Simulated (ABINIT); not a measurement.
Records of electronic-structure calculations.

**Quasiparticle gap of CaO (Lime) in ABINIT**

The structure is cubic, space group Fm-3m (No. 225). Conventional cell: a = 4.813 Å, b = 4.813 Å, c = 4.813 Å, α = 90.00°, β = 90.00°, γ = 90.00°. Ca has 6 O at 2.41 Å nearest. Nearest to O lie 6 Ca at 2.41 Å. Farther neighbours, and contacts between anions beyond the nearest, are not listed.

```xyz
2
Lattice="0.0000 2.4065 2.4065 2.4065 0.0000 2.4065 2.4065 2.4065 0.0000" Properties=species:S:1:pos:R:3 pbc="T T T"
Ca    0.0000    0.0000    0.0000
O     2.4065    2.4065    2.4065
```

| Item | Value |
| --- | --- |
| method | RPA screening on PBE, plane waves, norm-conserving pseudopotentials (and 2 further levels or steps) |
| program | ABINIT 10.8.3 |
| settings | cutoff 36 Ha, PseudoDojo scalar-relativistic 0.4.1 standard, norm-conserving, ngkpt (4, 4, 4), nband 136, ecuteps 8 Ha, inclvkb 2, shiftk (0, 0, 0), symchi 1, awtr 1, frequency ppm, 4×4×4 k-mesh |
| cost | 5 runs, 81 s in all on 8 MPI ranks of Arm Neoverse N1, shared host |
| notes | The cell and positions come from the Crystallography Open Database and are kept as given unless a step says otherwise. The 4×4×4 mesh is coarse for this cell, which bears on the long-range parts of exchange and screening. |
| PBE gap | 3.66 eV, indirect |
| G0W0 gap on the mesh | 5.79 eV |
| GW settings | 4×4×4 mesh, 136 bands, screening to 217.7 eV, Godby-Needs plasmon pole |
| known limits | short of the basis limit; coarse k mesh |

G0W0 moves the gap on the mesh from 3.66 eV to 5.79 eV (+2.13 eV), with Z of 0.78 and 0.85 at the edges. Local fields lower the RPA ε∞ on this mesh from 4.03 to 3.67; a Γ-centred mesh this coarse tends to raise both, most where the direct gap is narrow, while a short band sum lowers them.

[Long decimals in the printed logs are rounded to 6 places.]

[Logs are printed without paths, hosts, clocks, repeated set-up lines and the standing remarks that a program may print on its own settings, such as how far it seeks lower states.]

[Paths, hosts, dates, memory and timing lines, banners, echoed tables and standing remarks are left out of the program output; an Ansatz launch command may be rebuilt from the run's recorded settings. Measured values are a selection of at most five: reports struck by readers or far from the other reports are left out. None is set beside runs whose start may be inverted or whose files or cutoffs have a known fault.]

[Runs of the session that timed out or met a known fault of the program may be left out.]

[Hosts, paths, dates, database ids (printed as entryN), source tags and the programs' standing remarks are cut or masked in the printed files.]

[G0W0 gaps are taken among the corrected bands and points alone; a level outside them can change the order at an edge.]

[Where Ansatz stands beside ABINIT at settings called matched, ABINIT's density can come from a denser mesh and the files from another edition; pairs whose starting gaps differed by over 0.03 eV were left out, so agreement reads better than it is.]
